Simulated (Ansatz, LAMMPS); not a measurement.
# Aqueous Li+ and Br-, 1.7 mol of salt per kg of water, from a frame at 280 K (202 atoms): geometry optimisation, part 2 of 3

Wanted: the relaxed structure of aqueous Li+ and Br-, 1.7 mol of salt per kg of water, from a frame at 280 K (202 atoms) and its electronic structure.

Ansatz 0.2.0; Kohn-Sham DFT, PBE+D4, PAW (set soft_2), plane waves.

The cell: 66 O, 132 H, 2 Li and 2 Br. The network of contacts between molecules at the start is that of the classical potential that made the cell. The density was typed from a rule of thumb and may lie off the real one at this temperature. Sampling is at Γ alone, for a cell whose shortest periodic width is 13 Å.

So far. Step 3 (Single point at the start): Neighbours are counted within 1.21 Å (H-O), 2.43 Å (O-Li).

## 4. Relaxation

With the cell held, the atoms are moved downhill towards a nearby minimum.

File input.yaml:

```yaml
crystal:
  lattice:
    - [12.72565, 0.0, 0.0]
    - [0.0, 12.72565, 0.0]
    - [0.0, 0.0, 12.72565]
  atoms:
    [... the 202 atom lines of step 3 ...]
kpoints:
  mp_grid: { grid: [1, 1, 1] }
hamiltonian:
  xc: pbe
  dispersion: d4
scf:
  occupations: { method: fixed }
output:
  forces: true
relax:
  f_tol: 0.05
  max_steps: 200
```

On the command line:

```
$ ansatz run input.yaml --threads 4 --pin off --max-ram 8192MiB --backend cpu --events-out ev --progress --plain --runs-dir out
```

Numbers of over 12 decimals in the logs are rounded to 6 here.

What it wrote:

```text
[...]
Crystal: 202 atoms, lattice volume = 2060.819 Å³
Basis set: ecut = 420 eV, 40339 PW (Γ), exchange–correlation on 180×180×180 points (8 copies of the dense FFT grid, shifted against one another)
Bands: 476, of which v1, the nominal top of the filled ones, is band 274 counted from 1 (273 counted from 0)
Symmetry: 1 space group operations
[...]
k-points: 1
[...]
SCF iter   1: F=—  HF=-45562.184281 eV  |F-HF|=—  |Δ(HF+E_count)|=         —  Δρ=2.87e-3  dr2=2.21e-1  ethr=1.77e-3  ⟨swp⟩=5.0  Hψ=1513  notcnv=0  defer=198
[...]
SCF iter   3: F=—  HF=-45562.021824 eV  |F-HF|=—  |Δ(HF+E_count)|=   3.99e-2  Δρ=6.67e-4  dr2=1.32e-2  ethr=9.28e-6  ⟨swp⟩=3.0  Hψ=557  notcnv=0  defer=82
automatic band count: iteration 3 solves 358 bands in place of 476: the levels show a gap, and the empty bands left out lie too high to hold charge; the band table lists the bands solved (type scf.n_extra_bands for more)
SCF iter   4: F=—  HF=-45562.017546 eV  |F-HF|=—  |Δ(HF+E_count)|=   4.28e-3  Δρ=1.94e-4  dr2=8.97e-4  ethr=2.41e-6  ⟨swp⟩=3.0  Hψ=496  notcnv=0  defer=82
[...]
SCF iter   6: F=-45562.017522 eV  HF=-45562.017529 eV  |F-HF|=7.11e-6  |Δ(HF+E_count)|=   1.10e-5  Δρ=3.49e-5  dr2=1.84e-5  ethr=1.14e-8  ⟨swp⟩=3.0  Hψ=1226  notcnv=0
SCF 1 converged in 6 iterations: F = -45562.017522 eV  dr2 = 1.84e-5
[...]
relax step   1: F+E_penalty+E_count = -45562.01752218 eV  Δ(F+E_penalty+E_count) = +0.000e0 eV  max|allowed force component| = 1.411e0 eV/Å  Δτ_max = 0.0000 Å  (6 SCF iters, dr2 threshold 6.25e-5 eV, accepted)
[... from here on, the SCF cycles and remarks between the steps are left out ...]
relax step   2: F+E_penalty+E_count = -45566.76226206 eV  Δ(F+E_penalty+E_count) = -4.745e0 eV  max|allowed force component| = 1.063e0 eV/Å  Δτ_max = 0.1942 Å  (7 SCF iters, dr2 threshold 1.00e-4 eV, accepted)
relax step   3: F+E_penalty+E_count = -45568.84674224 eV  Δ(F+E_penalty+E_count) = -2.084e0 eV  max|allowed force component| = 1.205e0 eV/Å  Δτ_max = 0.1910 Å  (7 SCF iters, dr2 threshold 7.06e-5 eV, accepted)
relax step   4: F+E_penalty+E_count = -45569.89249514 eV  Δ(F+E_penalty+E_count) = -1.046e0 eV  max|allowed force component| = 8.327e-1 eV/Å  Δτ_max = 0.2000 Å  (6 SCF iters, dr2 threshold 1.00e-4 eV, accepted)
relax step   5: F+E_penalty+E_count = -45570.72434494 eV  Δ(F+E_penalty+E_count) = -8.318e-1 eV  max|allowed force component| = 5.081e-1 eV/Å  Δτ_max = 0.1962 Å  (6 SCF iters, dr2 threshold 1.00e-4 eV, accepted)
relax step   6: F+E_penalty+E_count = -45571.11467182 eV  Δ(F+E_penalty+E_count) = -3.903e-1 eV  max|allowed force component| = 3.758e-1 eV/Å  Δτ_max = 0.1962 Å  (7 SCF iters, dr2 threshold 9.61e-5 eV, accepted)
relax step   7: F+E_penalty+E_count = -45571.40687207 eV  Δ(F+E_penalty+E_count) = -2.922e-1 eV  max|allowed force component| = 2.409e-1 eV/Å  Δτ_max = 0.1943 Å  (6 SCF iters, dr2 threshold 5.26e-5 eV, accepted)
relax step   8: F+E_penalty+E_count = -45571.60057796 eV  Δ(F+E_penalty+E_count) = -1.937e-1 eV  max|allowed force component| = 1.661e-1 eV/Å  Δτ_max = 0.1912 Å  (7 SCF iters, dr2 threshold 2.38e-5 eV, accepted)
relax step   9: F+E_penalty+E_count = -45571.80556519 eV  Δ(F+E_penalty+E_count) = -2.050e-1 eV  max|allowed force component| = 4.922e-1 eV/Å  Δτ_max = 0.1908 Å  (7 SCF iters, dr2 threshold 1.13e-5 eV, accepted)
relax step  10: F+E_penalty+E_count = -45571.92337366 eV  Δ(F+E_penalty+E_count) = -1.178e-1 eV  max|allowed force component| = 4.183e-1 eV/Å  Δτ_max = 0.1947 Å  (6 SCF iters, dr2 threshold 1.00e-4 eV, accepted)
relax step  11: F+E_penalty+E_count = -45572.02154356 eV  Δ(F+E_penalty+E_count) = -9.817e-2 eV  max|allowed force component| = 2.103e-1 eV/Å  Δτ_max = 0.1950 Å  (6 SCF iters, dr2 threshold 1.00e-4 eV, accepted)
relax step  12: F+E_penalty+E_count = -45572.09753901 eV  Δ(F+E_penalty+E_count) = -7.600e-2 eV  max|allowed force component| = 2.644e-1 eV/Å  Δτ_max = 0.1950 Å  (7 SCF iters, dr2 threshold 1.12e-5 eV, accepted)
relax step  13: F+E_penalty+E_count = -45572.16363371 eV  Δ(F+E_penalty+E_count) = -6.609e-2 eV  max|allowed force component| = 3.062e-1 eV/Å  Δτ_max = 0.1950 Å  (7 SCF iters, dr2 threshold 1.77e-5 eV, accepted)
relax step  14: F+E_penalty+E_count = -45572.22959836 eV  Δ(F+E_penalty+E_count) = -6.596e-2 eV  max|allowed force component| = 3.116e-1 eV/Å  Δτ_max = 0.1952 Å  (6 SCF iters, dr2 threshold 9.38e-5 eV, accepted)
relax step  15: F+E_penalty+E_count = -45572.29377845 eV  Δ(F+E_penalty+E_count) = -6.418e-2 eV  max|allowed force component| = 1.767e-1 eV/Å  Δτ_max = 0.1922 Å  (6 SCF iters, dr2 threshold 9.71e-5 eV, accepted)
relax step  16: F+E_penalty+E_count = -45572.35003161 eV  Δ(F+E_penalty+E_count) = -5.625e-2 eV  max|allowed force component| = 1.362e-1 eV/Å  Δτ_max = 0.1951 Å  (7 SCF iters, dr2 threshold 1.00e-5 eV, accepted)
relax step  17: F+E_penalty+E_count = -45572.39640702 eV  Δ(F+E_penalty+E_count) = -4.638e-2 eV  max|allowed force component| = 1.926e-1 eV/Å  Δτ_max = 0.1956 Å  (7 SCF iters, dr2 threshold 5.96e-6 eV, accepted)
relax step  18: F+E_penalty+E_count = -45572.42322479 eV  Δ(F+E_penalty+E_count) = -2.682e-2 eV  max|allowed force component| = 1.373e-1 eV/Å  Δτ_max = 0.2000 Å  (7 SCF iters, dr2 threshold 2.20e-5 eV, accepted)
relax step  19: F+E_penalty+E_count = -45572.44866855 eV  Δ(F+E_penalty+E_count) = -2.544e-2 eV  max|allowed force component| = 1.370e-1 eV/Å  Δτ_max = 0.1024 Å  (7 SCF iters, dr2 threshold 9.59e-6 eV, accepted)
relax step  20: F+E_penalty+E_count = -45572.46559821 eV  Δ(F+E_penalty+E_count) = -1.693e-2 eV  max|allowed force component| = 9.344e-2 eV/Å  Δτ_max = 0.2000 Å  (6 SCF iters, dr2 threshold 9.55e-6 eV, accepted)
relax step  21: F+E_penalty+E_count = -45572.47790863 eV  Δ(F+E_penalty+E_count) = -1.231e-2 eV  max|allowed force component| = 1.632e-1 eV/Å  Δτ_max = 0.1008 Å  (7 SCF iters, dr2 threshold 4.06e-6 eV, accepted)
relax step  22: F+E_penalty+E_count = -45572.49378395 eV  Δ(F+E_penalty+E_count) = -1.588e-2 eV  max|allowed force component| = 3.438e-1 eV/Å  Δτ_max = 0.1949 Å  (6 SCF iters, dr2 threshold 1.24e-5 eV, accepted)
relax step  23: F+E_penalty+E_count = -45572.51490951 eV  Δ(F+E_penalty+E_count) = -2.113e-2 eV  max|allowed force component| = 3.675e-1 eV/Å  Δτ_max = 0.1944 Å  (5 SCF iters, dr2 threshold 1.00e-4 eV, accepted)
relax step  24: F+E_penalty+E_count = -45572.54312987 eV  Δ(F+E_penalty+E_count) = -2.822e-2 eV  max|allowed force component| = 4.230e-1 eV/Å  Δτ_max = 0.1961 Å  (5 SCF iters, dr2 threshold 1.00e-4 eV, accepted)
[...]
relax step  36: F+E_penalty+E_count = -45572.95689654 eV  Δ(F+E_penalty+E_count) = -2.634e-2 eV  max|allowed force component| = 7.652e-1 eV/Å  Δτ_max = 0.1421 Å  (6 SCF iters, dr2 threshold 8.85e-5 eV, accepted)
relax step  37: F+E_penalty+E_count = -45572.98554699 eV  Δ(F+E_penalty+E_count) = -2.865e-2 eV  max|allowed force component| = 9.501e-1 eV/Å  Δτ_max = 0.1563 Å  (5 SCF iters, dr2 threshold 1.00e-4 eV, accepted)
relax step  38: F+E_penalty+E_count = -45573.01456225 eV  Δ(F+E_penalty+E_count) = -2.902e-2 eV  max|allowed force component| = 3.047e-1 eV/Å  Δτ_max = 0.2000 Å  (6 SCF iters, dr2 threshold 1.00e-4 eV, accepted)
relax step  39: F+E_penalty+E_count = -45573.03624224 eV  Δ(F+E_penalty+E_count) = -2.168e-2 eV  max|allowed force component| = 9.229e-2 eV/Å  Δτ_max = 0.0554 Å  (6 SCF iters, dr2 threshold 9.54e-6 eV, accepted)
relax step  40: F+E_penalty+E_count = -45573.04660701 eV  Δ(F+E_penalty+E_count) = -1.036e-2 eV  max|allowed force component| = 1.333e-1 eV/Å  Δτ_max = 0.2000 Å  (8 SCF iters, accepted)
relax step  41: F+E_penalty+E_count = -45573.06077995 eV  Δ(F+E_penalty+E_count) = -1.417e-2 eV  max|allowed force component| = 1.340e-1 eV/Å  Δτ_max = 0.0759 Å  (8 SCF iters, accepted)
relax step  42: F+E_penalty+E_count = -45573.06990352 eV  Δ(F+E_penalty+E_count) = -9.124e-3 eV  max|allowed force component| = 1.730e-1 eV/Å  Δτ_max = 0.1115 Å  (6 SCF iters, dr2 threshold 1.79e-5 eV, accepted)
relax step  43: F+E_penalty+E_count = -45573.07582241 eV  Δ(F+E_penalty+E_count) = -5.919e-3 eV  max|allowed force component| = 1.057e-1 eV/Å  Δτ_max = 0.1234 Å  (5 SCF iters, dr2 threshold 2.99e-5 eV, accepted)
relax step  44: F+E_penalty+E_count = -45573.08381000 eV  Δ(F+E_penalty+E_count) = -7.988e-3 eV  max|allowed force component| = 9.413e-2 eV/Å  Δτ_max = 0.0630 Å  (6 SCF iters, dr2 threshold 4.17e-6 eV, accepted)
relax step  45: F+E_penalty+E_count = -45573.09090618 eV  Δ(F+E_penalty+E_count) = -7.096e-3 eV  max|allowed force component| = 4.875e-2 eV/Å  Δτ_max = 0.1171 Å  (7 SCF iters, dr2 threshold 3.31e-6 eV, accepted)
relax step  46: F+E_penalty+E_count = -45573.09090624 eV  Δ(F+E_penalty+E_count) = -6.605e-8 eV  max|allowed force component| = 4.892e-2 eV/Å  Δτ_max = 0.0000 Å  (3 SCF iters, accepted)
SCF converged after 3 iterations
Free energy (F): -45573.090906 eV
[...]
Internal energy: -45573.090906 eV  (E = F + TS)
E sigma→0 (E₀):  -45573.090906 eV
Fermi energy:    -2.238384 eV
[...]
--- Forces (eV/Å), atoms counted from 1 ---
  atom   1  O     -0.00640483    -0.01005582    -0.00934296
  atom   2  H      0.00716068    -0.00111739     0.00377233
  atom   3  H     -0.00155527     0.00772067     0.00252723
  atom   4  O      0.00353878     0.01437628    -0.00501570
  atom   5  H     -0.00323047    -0.01408833     0.00173616
  atom   6  H     -0.00314019    -0.00535134     0.00200186
  atom   7  O      0.00761086     0.01311752     0.01208448
  atom   8  H     -0.00646833    -0.01141495    -0.00515003
  atom   9  H      0.00014589    -0.00464431    -0.00939525
  atom  10  O      0.00216903     0.01056806     0.00092270
  atom  11  H     -0.00431512    -0.00468446    -0.00095471
  atom  12  H      0.00228569     0.00385254    -0.00355186
  atom  13  O     -0.00170656    -0.01238113     0.01106332
  atom  14  H     -0.00251890     0.00583235    -0.00211294
[...]
atom 201  Br    -0.00532241    -0.00668146    -0.00924526
  atom 202  Br    -0.00148869     0.00340570     0.00135807
  max |Σ_I F_I| component: 4.22e-5 eV/Å
--- Relaxed structure (46 steps of the walk, 46 accepted, 0 SCFs on fresh bases) ---
  F+E_penalty+E_count = -45573.09090624 eV   max|allowed force component| = 4.892e-2 eV/Å
  atoms:
    - { symbol: O, position: [0.043653, 0.797218, 0.563136] }
    - { symbol: H, position: [0.015942, 0.870297, 0.565106] }
    - { symbol: H, position: [0.086511, 0.794907, 0.628029] }
    - { symbol: O, position: [0.351390, 0.088040, 0.921537] }
[...]
- { symbol: Br, position: [0.155765, 0.190578, 0.581338] }
```

Run time: 12 min. Hardware: 4 threads of Intel Xeon Platinum 8259CL at 2.50GHz (Skylake/Cascade Lake), shared host; peak memory 2.7 GiB; 46 min of CPU time.

Relaxation path (22 of 46):

```tsv
step	energy less that of the first step (eV)	largest force component (eV/Å)
1	0.0000	1.4110
3	-6.8292	1.2053
5	-8.7068	0.5081
7	-9.3893	0.2409
10	-9.9059	0.4183
12	-10.0800	0.2644
14	-10.2121	0.3116
16	-10.3325	0.1362
18	-10.4057	0.1373
20	-10.4481	0.0934
22	-10.4763	0.3438
25	-10.5578	0.1807
27	-10.5981	0.1479
29	-10.6738	0.3205
31	-10.7556	0.2184
33	-10.8274	0.3536
35	-10.9130	0.3356
37	-10.9680	0.9501
40	-11.0291	0.1333
42	-11.0524	0.1730
44	-11.0663	0.0941
46	-11.0734	0.0489
```

The atoms that moved most (Å):

```tsv
atom	dx	dy	dz	length
H104	-2.394	-0.088	0.252	2.409
H78	2.045	0.704	0.614	2.249
H156	2.009	0.884	-0.357	2.224
H149	0.424	-1.891	0.863	2.121
O154	1.923	0.083	0.282	1.945
H107	1.765	-0.425	-0.653	1.929
H155	1.803	-0.188	0.118	1.817
H50	1.596	0.319	0.588	1.731
```

The relaxation changed the energy by -54.8 meV/atom, and atoms moved by 0.83 Å r.m.s., 2.4 Å at most.

## 5. Structure statistics after relaxation

Bonds before and after, by the cutoffs listed below:

```tsv
pair	bonds before	bonds after	mean before (Å)	mean after (Å)	spread before (Å)	spread after (Å)
H-O	132	132	1.000	0.992	0.000	0.008
O-Li	8	8	1.949	1.974	0.046	0.045
```

Density 1.10 g/cm³, 10.20 Å³ an atom.

Pair distribution functions g(r), in bins of 0.2 Å:

```tsv
r (Å)	total	H-H	H-O	H-Br	H-Li	O-O	O-Br
0.90	4.57	0.00	10.70	0.00	0.00	0.00	0.00
1.10	0.92	0.00	2.15	0.00	0.00	0.00	0.00
1.30	0.00	0.00	0.00	0.00	0.00	0.00	0.00
1.50	0.77	1.80	0.00	0.00	0.00	0.00	0.00
1.70	1.33	0.68	2.42	0.00	0.00	0.00	0.00
1.90	0.49	0.00	1.04	0.00	0.00	0.00	0.00
2.10	0.64	1.36	0.04	0.00	0.00	0.00	0.00
2.30	0.84	1.88	0.03	1.73	0.00	0.00	0.00
2.50	0.59	1.11	0.00	4.14	4.87	0.00	0.00
2.70	0.75	0.44	0.08	0.89	2.67	4.54	0.00
2.90	0.57	0.42	0.57	0.00	0.38	1.30	0.00
3.10	1.02	0.64	1.69	0.00	1.00	0.16	0.00
3.30	1.27	0.91	1.86	0.00	0.55	0.45	3.87
3.50	1.06	0.92	1.37	0.73	0.00	0.55	2.60
3.70	1.17	1.45	0.97	0.89	0.68	0.96	0.47
3.90	1.13	1.22	1.00	1.83	1.02	1.23	0.00
4.10	1.02	0.96	1.01	1.48	0.37	1.25	0.00
4.30	1.08	1.16	0.99	0.84	1.36	1.06	0.66
4.50	1.03	1.14	0.83	0.93	1.37	1.38	1.83
4.70	1.04	1.02	0.97	1.28	2.11	1.24	1.11
4.90	1.01	1.04	0.96	1.04	1.56	1.08	0.77
5.10	0.98	0.85	1.11	1.41	0.84	0.87	2.39
5.30	1.04	0.95	1.17	1.20	0.44	1.01	0.89
5.50	0.96	0.98	0.99	1.03	0.72	0.71	1.64
5.70	0.98	0.93	1.04	0.96	0.97	0.89	1.74
5.90	0.93	1.05	0.87	1.25	0.45	0.69	0.54
6.10	0.95	0.99	0.93	1.34	0.85	0.82	1.15
6.30	0.95	0.95	0.88	1.02	0.95	1.31	0.63
```

Bonds by pair of elements; cutoffs follow the first minimum of g(r), held within bounds set by covalent radii, and pairs that aren't listed don't count as bonded:

```tsv
pair A-B	cutoff (Å)	bonds	mean length (Å)	spread (Å)	shortest (Å)	B about A	A about B
H-O	1.21	132	0.992	0.008	0.969	1	2
O-Li	2.43	8	1.97	0.045	1.91	0.121	4
```

How many atoms have how many bonded neighbours:

```tsv
element	mean	0	1	2	3	4
Br	0	2	0	0	0	0
H	1	0	132	0	0	0
Li	4	0	0	0	0	2
O	2.12	0	0	58	8	0
```

Bond angles, per cent of each kind in bins of 5°:

```tsv
angle (°)	H-O-H	H-O-Li	O-Li-O
95–100	0.0	0.0	16.7
100–105	42.4	6.2	16.7
105–110	56.1	18.8	25.0
110–115	1.5	18.8	8.3
115–120	0.0	18.8	16.7
120–125	0.0	31.2	16.7
125–130	0.0	0.0	0.0
130–135	0.0	6.2	0.0
```

Bond angles (no mean is given where the spread exceeds 20°):

```tsv
angle	count	mean (°)	spread (°)
H-O-H	66	106	2.3
H-O-Li	16	116	7.4
O-Li-O	12	110	8.1
```

Hydrogen bonds between water molecules (O–O under 3.5 Å, H–O···O angle under 30°):

```tsv
hydrogen bonds to other water	molecules
0	0
1	0
2	5
3	21
4	39
5	1
```

First shells of the ions:

```tsv
ion	count	shell	mean number
Li	2	water O within 2.7 A	4
Br	2	H within 3.1 A	6.5
```

Bond length by coordination (bonds to H left out):

```tsv
element	coordination	atoms	mean bond length (Å)
O	3	8	1.97
```

Counting bonds as in the table, all H atoms have 1, all Li atoms have 4 and 88 % of O atoms have 2 bonded neighbours. The H-O-H angle averages 106° with a spread of 2°. The 66 water molecules hold 3.55 hydrogen bonds each to other water on average, with a mean O–O distance of 2.75 Å. Ion shells in this frame: Li 4.0 (water O within 2.7 Å), Br 6.5 (H within 3.1 Å).

(Part 2 of 3 ends here.)

[Logs are printed without paths, hosts, clocks, repeated set-up lines and the standing remarks that a program may print on its own settings, such as how far it seeks lower states.]

[Hosts, paths, dates, database ids (printed as entryN), source tags and the programs' standing remarks are cut or masked in the printed files.]
